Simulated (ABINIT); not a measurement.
# A GW chain in ABINIT: CsPbCl3 (Pm-3m), part 2 of 3

Wanted: ground state, empty states, screening and self-energy for CsPbCl3 (Pm-3m).

ABINIT 10.8.3; PBE and many-body steps on it, plane waves. Known limits of the many-body steps: not at the basis limit; no spin-orbit coupling; coarse k mesh.

So far. Step 2 (Ground state): The gap is direct, at (0.500, 0.500, 0.500).

### Step 3. Bands along the symmetry lines

Level of this step: DFT, PBE, plane waves, norm-conserving pseudopotentials (ABINIT).

The cheap functional maps the bands first; the places of the edges decide which points the dearer methods must see.

Contents of run.abi:

```
acell 3*1.0 Angstrom
rprim 
  5.605000000000 0.000000000000 0.000000000000
  0.000000000000 5.605000000000 0.000000000000
  0.000000000000 0.000000000000 5.605000000000
ntypat 3
znucl 55 82 17
natom 5
typat 1 2 3 3 3
xred 
  0.000000000000 0.000000000000 0.000000000000
  0.500000000000 0.500000000000 0.500000000000
  0.500000000000 0.500000000000 0.000000000000
  0.000000000000 0.500000000000 0.500000000000
  0.500000000000 0.000000000000 0.500000000000
pp_dirpath "pseudos"
pseudos "Cs.upf, Pb.upf, Cl.upf"
ecut 32
iscf -2
irdden 1
kptopt 0
nkpt 26
kpt 
  0.00000000 0.00000000 0.00000000
  0.00000000 0.12500000 0.00000000
  0.00000000 0.25000000 0.00000000
  0.00000000 0.37500000 0.00000000
  0.00000000 0.50000000 0.00000000
  0.12500000 0.50000000 0.00000000
  0.25000000 0.50000000 0.00000000
  0.37500000 0.50000000 0.00000000
  0.50000000 0.50000000 0.00000000
  0.37500000 0.37500000 0.00000000
  0.25000000 0.25000000 0.00000000
  0.12500000 0.12500000 0.00000000
  0.00000000 0.00000000 0.00000000
  0.12500000 0.12500000 0.12500000
  0.25000000 0.25000000 0.25000000
  0.37500000 0.37500000 0.37500000
  0.50000000 0.50000000 0.50000000
  0.37500000 0.50000000 0.37500000
  0.25000000 0.50000000 0.25000000
  0.12500000 0.50000000 0.12500000
  0.00000000 0.50000000 0.00000000
  0.50000000 0.50000000 0.50000000
  0.50000000 0.50000000 0.37500000
  0.50000000 0.50000000 0.25000000
  0.50000000 0.50000000 0.12500000
  0.50000000 0.50000000 0.00000000
istwfk *1
nband 33
nbdbuf 2
tolwfr 1e-08
nstep 40
prtwf 0
prtvol 0
indata_prefix "in"
outdata_prefix "out"
tmpdata_prefix "tmp"
```

The run is started by

```bash
> OMP_NUM_THREADS=1 mpirun -n 8 abinit run.abi > log
```

Numbers of over 12 decimals in the logs are rounded to 6 here.

What it wrote:

```text
.Version 10.8.3 of ABINIT. v10.8.2 released Aug 2026.

 Symmetries : space group Pm -3 m (#221); Bravais cP (primitive cubic)
[... echo of the input left out ...]
== DATASET  1 ==================================================================
-   mpi_nproc: 8, omp_nthreads: 1 (-1 if OMP is not activated)

--- !DatasetInfo
iteration_state: {dtset: 1, }
dimensions: {natom: 5, nkpt: 26, mband: 33, nsppol: 1, nspinor: 1, nspden: 1, mpw: 10315, }
cutoff_energies: {ecut:  32.0, pawecutdg:  -1.0, }
electrons: {nelect:   5.20000000E+01, charge:   0.00000000E+00, occopt:   1.00000000E+00, tsmear:   1.00000000E-02, }

 Real(R)+Recip(G) space primitive vectors, cartesian coordinates (Bohr,Bohr^-1):
 R(1)= 10.5919149  0.0000000  0.0000000  G(1)=  0.0944116  0.0000000  0.0000000
 R(2)=  0.0000000 10.5919149  0.0000000  G(2)=  0.0000000  0.0944116  0.0000000
 R(3)=  0.0000000  0.0000000 10.5919149  G(3)=  0.0000000  0.0000000  0.0944116
 Unit cell volume ucvol=  1.1882928E+03 bohr^3
 Angles (23,13,12)=  9.00000000E+01  9.00000000E+01  9.00000000E+01 degrees

 getcut: wavevector=  0.0000  0.0000  0.0000  ngfft=  54  54  54
         ecut(hartree)=     32.000   => boxcut(ratio)=   2.00207

--- Pseudopotential description ------------------------------------------------
- Cs Generated using ONCVPSP code by D. R. Hamann
- 55.00000   9.00000  171031                  znucl, zion, pspdat
12 -101130 3 -1 2414                          pspcod,pspxc,lmax,lloc,mmax
     nproj     2     2     2     2
  pspatm : epsatm=   22.81663564
         --- l  ekb(1:nproj) -->
             0    6.176104    0.756334
             1    6.263084    0.786397
             2    3.737592    0.906929
[...]
pspatm: atomic psp has been read  and splines computed

- Pb Generated using ONCVPSP code by D. R. Hamann
- 82.00000  22.00000  220131                  znucl, zion, pspdat
12 -101130 3 -1 1692                          pspcod,pspxc,lmax,lloc,mmax
     nproj     2     2     2     1
  pspatm : epsatm=   27.21822286
         --- l  ekb(1:nproj) -->
[...]
3    9.337611
 pspatm: atomic psp has been read  and splines computed

- Cl Generated using ONCVPSP code by D. R. Hamann
- 17.00000   7.00000  171031                  znucl, zion, pspdat
12 -101130 2 -1 1028                          pspcod,pspxc,lmax,lloc,mmax
     nproj     2     2     2     0
  pspatm : epsatm=    9.12776517
         --- l  ekb(1:nproj) -->
[...]
pspatm: atomic psp has been read  and splines computed

--------------------------------------------------------------------------------

================================================================================
 prteigrs : about to open file out_EIG
 Non-SCF case, kpt    1 (  0.00000  0.00000  0.00000), residuals and eigenvalues=
  6.30E-09  1.92E-09  4.87E-09  8.05E-09  7.00E-09  3.92E-09  8.29E-09  4.08E-09
[...]
Non-SCF case, kpt   25 (  0.50000  0.50000  0.12500), residuals and eigenvalues=
[...]
Non-SCF case, kpt   26 (  0.50000  0.50000  0.00000), residuals and eigenvalues=
[...]
-2.3826E-02 -2.7424E-03 -2.7424E-03 -1.4325E-03 -1.4325E-03  8.2114E-04
  2.0686E-02  7.2320E-02  1.9495E-01  1.9495E-01  2.8318E-01  3.0027E-01
[...]
--- !ResultsGS
iteration_state: {dtset: 1, }
comment   : Summary of ground state results
lattice_vectors:
- [ 10.5919149,   0.0000000,   0.0000000, ]
- [  0.0000000,  10.5919149,   0.0000000, ]
- [  0.0000000,   0.0000000,  10.5919149, ]
lattice_lengths: [  10.59191,   10.59191,   10.59191, ]
lattice_angles: [ 90.000,  90.000,  90.000, ] # degrees, (23, 13, 12)
lattice_volume:   1.1882928E+03
convergence: {deltae:  0.000E+00, res2:  0.000E+00, residm:  9.999E-09, diffor:  0.000E+00, }
etotal    :  -2.82636524E+02
entropy   :   0.00000000E+00
fermie    :   1.02427899E-01
cartesian_stress_tensor: null
pressure_GPa: null
xred      :
- [  0.0000E+00,   0.0000E+00,   0.0000E+00, Cs]
- [  5.0000E-01,   5.0000E-01,   5.0000E-01, Pb]
- [  5.0000E-01,   5.0000E-01,   0.0000E+00, Cl]
- [  0.0000E+00,   5.0000E-01,   5.0000E-01, Cl]
- [  5.0000E-01,   0.0000E+00,   5.0000E-01, Cl]
cartesian_forces: null
force_length_stats: {min: null, max: null, mean: null, }

 Integrated electronic density in atomic spheres:
 ------------------------------------------------
 Atom  Sphere_radius  Integrated_density
[...]
================================================================================

 ----iterations are completed or convergence reached----

 Mean square residual over all n,k,spin=   68.168E-10; max=  99.992E-10
 reduced coordinates (array xred) for    5 atoms
[...]
0.000000000000      0.500000000000      0.500000000000
       0.500000000000      0.000000000000      0.500000000000

 cartesian coordinates (angstrom) at end:
    1      0.000000     0.000000     0.000000
    2      2.802500     2.802500     2.802500
    3      2.802500     2.802500     0.000000
    4      0.000000     2.802500     2.802500
    5      2.802500     0.000000     2.802500
 length scales=  1.889726125908  1.889726125908  1.889726125908 bohr
              =  1.000000000000  1.000000000000  1.000000000000 angstroms
 prteigrs : about to open file out_EIG
 Eigenvalues (hartree) for nkpt=  26  k points:
 kpt#   1, nband= 33, wtk=  1.00000, kpt=  0.0000  0.0000  0.0000 (reduced coord)
[...]
kpt#   2, nband= 33, wtk=  1.00000, kpt=  0.0000  0.1250  0.0000 (reduced coord)
[...]
kpt#   3, nband= 33, wtk=  1.00000, kpt=  0.0000  0.2500  0.0000 (reduced coord)
[...]
kpt#  25, nband= 33, wtk=  1.00000, kpt=  0.5000  0.5000  0.1250 (reduced coord)
[...]
0.32530
 kpt#  26, nband= 33, wtk=  1.00000, kpt=  0.5000  0.5000  0.0000 (reduced coord)
[...]
-0.19641   -0.06162   -0.02383   -0.00274   -0.00274   -0.00143   -0.00143    0.00082
   0.02069    0.07232    0.19495    0.19495    0.28318    0.30027    0.31371    0.32720
   0.33270

== END DATASET(S) ==============================================================
================================================================================

 -outvars: echo values of variables after computation  --------
            nband          33
             nkpt          26
          spgroup         221
 [... the other variables as echoed above ...]

 Calculation completed.
```

Elapsed: 76 s, on 8 MPI ranks of Arm Neoverse N1, shared host; peak memory 0.72 GiB.

Numbers from this step:

| Quantity | Value |
| --- | --- |
| gap | 1.932 eV |
| k of the valence top | 0.5, 0.5, 0.5 |
| k of the conduction bottom | 0.5, 0.5, 0.5 |
| least direct gap | 1.932 eV |

The gap is 1.932 eV, as in the run before at this level.

The electronic bands at the labelled points (eV, zero at the top of the highest filled band):

| point | band 23 | band 24 | band 25 | band 26 | band 27 | band 28 | band 29 | band 30 |
| --- | --- | --- | --- | --- | --- | --- | --- | --- |
| Γ | -2.64 | -2.54 | -2.54 | -2.54 | 3.34 | 4.28 | 4.28 | 5.19 |
| halfway | -2.69 | -2.59 | -2.59 | -2.44 | 3.85 | 4.63 | 4.69 | 4.83 |
| X | -2.74 | -2.64 | -2.64 | -1.69 | 3.02 | 4.68 | 5.19 | 5.33 |
| halfway | -2.73 | -2.65 | -2.40 | -1.46 | 2.76 | 4.07 | 5.10 | 5.16 |
| M | -2.83 | -2.76 | -2.22 | -0.82 | 2.52 | 2.52 | 4.92 | 5.38 |
| halfway | -2.66 | -2.63 | -2.43 | -2.26 | 4.08 | 4.25 | 4.63 | 5.04 |
| Γ | -2.64 | -2.54 | -2.54 | -2.54 | 3.34 | 4.28 | 4.28 | 5.19 |
| halfway | -2.45 | -2.45 | -2.44 | -2.10 | 3.91 | 3.91 | 3.99 | 4.88 |
| R | -2.21 | -2.21 | -2.21 | 0.00 | 1.93 | 1.93 | 1.93 | 5.10 |
| halfway | -2.49 | -2.46 | -2.36 | -1.26 | 2.48 | 3.67 | 3.83 | 5.20 |
| X | -2.74 | -2.64 | -2.64 | -1.69 | 3.02 | 4.68 | 5.19 | 5.33 |
| jump to R | -2.21 | -2.21 | -2.21 | 0.00 | 1.93 | 1.93 | 1.93 | 5.10 |
| halfway | -2.44 | -2.44 | -2.22 | -0.62 | 2.22 | 2.22 | 3.49 | 5.46 |
| M | -2.83 | -2.76 | -2.22 | -0.82 | 2.52 | 2.52 | 4.92 | 5.38 |

### Step 4. Empty states on the mesh, 2×2×2 mesh, 172 bands

The sums over transitions need many empty states on a uniform mesh; this step solves for them.

Contents of run.abi:

```
acell 3*1.0 Angstrom
rprim 
  5.605000000000 0.000000000000 0.000000000000
  0.000000000000 5.605000000000 0.000000000000
  0.000000000000 0.000000000000 5.605000000000
ntypat 3
znucl 55 82 17
natom 5
typat 1 2 3 3 3
xred 
  0.000000000000 0.000000000000 0.000000000000
  0.500000000000 0.500000000000 0.500000000000
  0.500000000000 0.500000000000 0.000000000000
  0.000000000000 0.500000000000 0.500000000000
  0.500000000000 0.000000000000 0.500000000000
pp_dirpath "pseudos"
pseudos "Cs.upf, Pb.upf, Cl.upf"
ecut 32
ngkpt 2 2 2
nshiftk 1
shiftk 0 0 0
kptopt 1
chksymbreak 0
iscf -2
irdden 1
istwfk *1
nband 172
nbdbuf 14
tolwfr 1e-09
nstep 60
prtvol 0
indata_prefix "in"
outdata_prefix "out"
tmpdata_prefix "tmp"
```

The run is started by

```bash
> OMP_NUM_THREADS=2 mpirun -n 4 abinit run.abi > log
```

What it wrote:

```text
.Version 10.8.3 of ABINIT. v10.8.2 released Aug 2026.

 Symmetries : space group Pm -3 m (#221); Bravais cP (primitive cubic)
[... echo of the input left out ...]
== DATASET  1 ==================================================================
-   mpi_nproc: 4, omp_nthreads: 2 (-1 if OMP is not activated)

--- !DatasetInfo
iteration_state: {dtset: 1, }
dimensions: {natom: 5, nkpt: 4, mband: 172, nsppol: 1, nspinor: 1, nspden: 1, mpw: 10280, }
cutoff_energies: {ecut:  32.0, pawecutdg:  -1.0, }
electrons: {nelect:   5.20000000E+01, charge:   0.00000000E+00, occopt:   1.00000000E+00, tsmear:   1.00000000E-02, }

 Real(R)+Recip(G) space primitive vectors, cartesian coordinates (Bohr,Bohr^-1):
 R(1)= 10.5919149  0.0000000  0.0000000  G(1)=  0.0944116  0.0000000  0.0000000
 R(2)=  0.0000000 10.5919149  0.0000000  G(2)=  0.0000000  0.0944116  0.0000000
 R(3)=  0.0000000  0.0000000 10.5919149  G(3)=  0.0000000  0.0000000  0.0944116
 Unit cell volume ucvol=  1.1882928E+03 bohr^3
 Angles (23,13,12)=  9.00000000E+01  9.00000000E+01  9.00000000E+01 degrees

 getcut: wavevector=  0.0000  0.0000  0.0000  ngfft=  54  54  54
         ecut(hartree)=     32.000   => boxcut(ratio)=   2.00207

--- Pseudopotential description ------------------------------------------------
- Cs Generated using ONCVPSP code by D. R. Hamann
- 55.00000   9.00000  171031                  znucl, zion, pspdat
12 -101130 3 -1 2414                          pspcod,pspxc,lmax,lloc,mmax
     nproj     2     2     2     2
  pspatm : epsatm=   22.81663564
         --- l  ekb(1:nproj) -->
             0    6.176104    0.756334
             1    6.263084    0.786397
             2    3.737592    0.906929
[...]
pspatm: atomic psp has been read  and splines computed

- Pb Generated using ONCVPSP code by D. R. Hamann
- 82.00000  22.00000  220131                  znucl, zion, pspdat
12 -101130 3 -1 1692                          pspcod,pspxc,lmax,lloc,mmax
     nproj     2     2     2     1
  pspatm : epsatm=   27.21822286
         --- l  ekb(1:nproj) -->
[...]
3    9.337611
 pspatm: atomic psp has been read  and splines computed

- Cl Generated using ONCVPSP code by D. R. Hamann
- 17.00000   7.00000  171031                  znucl, zion, pspdat
12 -101130 2 -1 1028                          pspcod,pspxc,lmax,lloc,mmax
     nproj     2     2     2     0
  pspatm : epsatm=    9.12776517
         --- l  ekb(1:nproj) -->
[...]
pspatm: atomic psp has been read  and splines computed

--------------------------------------------------------------------------------

================================================================================
 prteigrs : about to open file out_EIG
 Non-SCF case, kpt    1 (  0.00000  0.00000  0.00000), residuals and eigenvalues=
  9.11E-10  3.31E-10  4.22E-10  6.28E-10  2.50E-10  2.69E-10  7.52E-10  3.48E-10
  4.20E-10  9.63E-10  5.98E-10  1.48E-10  6.37E-10  1.38E-10  2.68E-10  9.10E-10
  1.53E-10  1.54E-10  2.81E-10  3.90E-10  1.04E-10  1.33E-10  3.51E-10  3.48E-10
[...]
7.07E-06  7.19E-08  3.76E-06  7.49E-07
 -5.0237E+00 -2.8816E+00 -2.8816E+00 -2.8816E+00 -6.8291E-01 -5.1653E-01
 -5.1653E-01 -5.0762E-01 -5.0762E-01 -5.0762E-01 -4.5513E-01 -4.2305E-01
 -4.2305E-01 -1.9776E-01 -1.9776E-01 -1.9776E-01 -1.4101E-01 -6.9483E-02
[...]
1.6426E+00  1.6426E+00  1.6426E+00  1.6551E+00  1.6551E+00  1.6551E+00
  1.6605E+00  1.7003E+00  1.7003E+00  1.7003E+00  1.7035E+00  1.7035E+00
  1.7035E+00  1.7039E+00  1.7039E+00  1.7382E+00
 prteigrs : prtvol=0 or 1, do not print more k-points.

--- !ResultsGS
iteration_state: {dtset: 1, }
comment   : Summary of ground state results
lattice_vectors:
- [ 10.5919149,   0.0000000,   0.0000000, ]
- [  0.0000000,  10.5919149,   0.0000000, ]
- [  0.0000000,   0.0000000,  10.5919149, ]
lattice_lengths: [  10.59191,   10.59191,   10.59191, ]
lattice_angles: [ 90.000,  90.000,  90.000, ] # degrees, (23, 13, 12)
lattice_volume:   1.1882928E+03
convergence: {deltae:  0.000E+00, res2:  0.000E+00, residm:  9.996E-10, diffor:  0.000E+00, }
etotal    :  -2.82636524E+02
entropy   :   0.00000000E+00
fermie    :   1.02427899E-01
cartesian_stress_tensor: null
pressure_GPa: null
xred      :
- [  0.0000E+00,   0.0000E+00,   0.0000E+00, Cs]
- [  5.0000E-01,   5.0000E-01,   5.0000E-01, Pb]
- [  5.0000E-01,   5.0000E-01,   0.0000E+00, Cl]
- [  0.0000E+00,   5.0000E-01,   5.0000E-01, Cl]
- [  5.0000E-01,   0.0000E+00,   5.0000E-01, Cl]
cartesian_forces: null
force_length_stats: {min: null, max: null, mean: null, }

 Integrated electronic density in atomic spheres:
 ------------------------------------------------
 Atom  Sphere_radius  Integrated_density
[...]
================================================================================

 ----iterations are completed or convergence reached----

 Mean square residual over all n,k,spin=   49.350E-11; max=  99.956E-11
 reduced coordinates (array xred) for    5 atoms
[...]
0.000000000000      0.500000000000      0.500000000000
       0.500000000000      0.000000000000      0.500000000000

 cartesian coordinates (angstrom) at end:
    1      0.000000     0.000000     0.000000
[...]
5      2.802500     0.000000     2.802500
 length scales=  1.889726125908  1.889726125908  1.889726125908 bohr
              =  1.000000000000  1.000000000000  1.000000000000 angstroms
 prteigrs : about to open file out_EIG
 Eigenvalues (hartree) for nkpt=   4  k points:
 kpt#   1, nband=172, wtk=  0.12500, kpt=  0.0000  0.0000  0.0000 (reduced coord)
[...]
1.61115    1.63746    1.63746    1.63746    1.64265    1.64265    1.64265    1.65506
   1.65506    1.65506    1.66051    1.70030    1.70030    1.70032    1.70351    1.70351
   1.70352    1.70386    1.70386    1.73818
 prteigrs : prtvol=0 or 1, do not print more k-points.

== END DATASET(S) ==============================================================
================================================================================

 -outvars: echo values of variables after computation  --------
            nband         172
             nkpt           4
          spgroup         221
 [... the other variables as echoed above ...]

 Calculation completed.
```

Run time: 2 min. Hardware: 4 MPI ranks; peak memory 0.5 GiB; 12 min of CPU time.

Numbers from this step:

| Item | Value |
| --- | --- |
| gap | 1.932 eV |
| k of the valence top | 0.5, 0.5, 0.5 |
| k of the conduction bottom | 0.5, 0.5, 0.5 |
| least direct gap | 1.932 eV |
| k points computed | 4 |
| lowest point of the top converged band, above the valence top | 40.72 eV |

On this mesh the gap is 1.932 eV.

### Step 5. Screening, 2×2×2 mesh, 158 bands, screening to 108.8 eV

The RPA dielectric matrix is built and inverted for each q.

This step: RPA screening on PBE, plane waves, norm-conserving pseudopotentials.

run.abi: that of step 4 with these lines changed.

```diff
@@ -23,10 +23,11 @@
 chksymbreak 0
-iscf -2
-irdden 1
 istwfk *1
-nband 172
-nbdbuf 14
-tolwfr 1e-09
-nstep 60
-prtvol 0
+occopt 1
+irdwfk 1
+optdriver 3
+nband 158
+ecuteps 4
+inclvkb 2
+awtr 1
+symchi 1
 indata_prefix "in"
```

The run is started by

```bash
> OMP_NUM_THREADS=1 mpirun -n 8 abinit run.abi > log
```

What it wrote:

```text
.Version 10.8.3 of ABINIT. v10.8.2 released Aug 2026.

 Symmetries : space group Pm -3 m (#221); Bravais cP (primitive cubic)
[... echo of the input left out ...]
== DATASET  1 ==================================================================
-   mpi_nproc: 8, omp_nthreads: 1 (-1 if OMP is not activated)

--- !DatasetInfo
iteration_state: {dtset: 1, }
dimensions: {natom: 5, nkpt: 4, mband: 158, nsppol: 1, nspinor: 1, nspden: 1, mpw: 10280, }
cutoff_energies: {ecut:  32.0, pawecutdg:  -1.0, }
electrons: {nelect:   5.20000000E+01, charge:   0.00000000E+00, occopt:   1.00000000E+00, tsmear:   1.00000000E-02, }

 SCREENING: Calculation of the susceptibility and dielectric matrices

 Based on a program developped by R.W. Godby, V. Olevano, G. Onida, and L. Reining.
 Incorporated in ABINIT by V. Olevano, G.-M. Rignanese, and M. Torrent.
.Using double precision arithmetic ; gwpc =  8

[... cell and pseudopotentials left out ...]
--------------------------------------------------------------------------------

 ==== K-mesh for the wavefunctions ====
 Number of points in the irreducible wedge :     4
[... list of points left out ...]
 Together with 48 symmetry operations and time-reversal symmetry
 yields     8 points in the full Brillouin Zone.

 ==== Q-mesh for the screening function ====
 Number of points in the irreducible wedge :     4
[... list of points left out ...]
 Together with 48 symmetry operations and time-reversal symmetry
 yields     8 points in the full Brillouin Zone.

 setmesh: FFT mesh size selected  =    40x   40x   40
          total number of points  =        64000

 vcoul_init : cutoff-mode = AUXILIARY_FUNCTION
 q-points for optical limit:   1
     1)      0.000010    0.000020    0.000030

- screening: taking advantage of time-reversal symmetry
- Maximum band index for partially occupied states nbvw = 26
- Remaining bands to be divided among processors   nbcw = 132
- Number of bands treated by each node ~16

 Number of electrons calculated from density =   52.0000; Expected =   52.0000
 average of density, n =  0.043760
 r_s =    1.7604
 omega_plasma =   20.1788 [eV]

 calculating chi0 at frequencies [eV] :
  1    0.000000E+00    0.000000E+00
  2    0.000000E+00    2.017881E+01

--------------------------------------------------------------------------------
  q-point number  1        q = ( 0.000000, 0.000000, 0.000000) [r.l.u.]
--------------------------------------------------------------------------------
[... chi0 elements left out ...]
 For q-point:  0.000010 0.000020 0.000030
  dielectric constant =   7.2157
  dielectric constant without local fields =   8.2130

  Average fulfillment of the sum rule on Im[epsilon] for q-point    1 :     60.92  [%]
[... wings left out ...]
  q-point number  2        q = ( 0.500000, 0.000000, 0.000000) [r.l.u.]
--------------------------------------------------------------------------------
[... chi0 elements left out ...]
  Average fulfillment of the sum rule on Im[epsilon] for q-point    2 :     67.84  [%]

 [... 2 further q-points ...]
```

Wall time 66 s (8 MPI ranks); peak memory 3.1 GiB.

Numbers from this step:

```
ε∞ with local fields, on this mesh, along the program's q direction : 7.216
the same without local fields                                       : 8.213
plasma frequency                                                    : 20.18 eV
plane waves in the screening matrix                                 : 461
```

Local fields lower ε∞ by 12 %. On a Γ-centred mesh this coarse the value itself is usually too large, while a short band sum pulls it down.

[end of part 2 of 3]

[Paths, hosts, dates, memory and timing lines, banners, echoed tables and standing remarks are left out of the program output.]

[Logs are printed without paths, hosts, clocks, repeated set-up lines and the standing remarks that a program may print on its own settings, such as how far it seeks lower states.]

[Runs of the session that timed out or met a known fault of the program may be left out.]

[Hosts, paths, dates, database ids (printed as entryN), source tags and the programs' standing remarks are cut or masked in the printed files.]

[G0W0 gaps are taken among the corrected bands and points alone; a level outside them can change the order at an edge.]

[Where Ansatz stands beside ABINIT at settings called matched, ABINIT's density can come from a denser mesh and the files from another edition; pairs whose starting gaps differed by over 0.03 eV were left out, so agreement reads better than it is.]
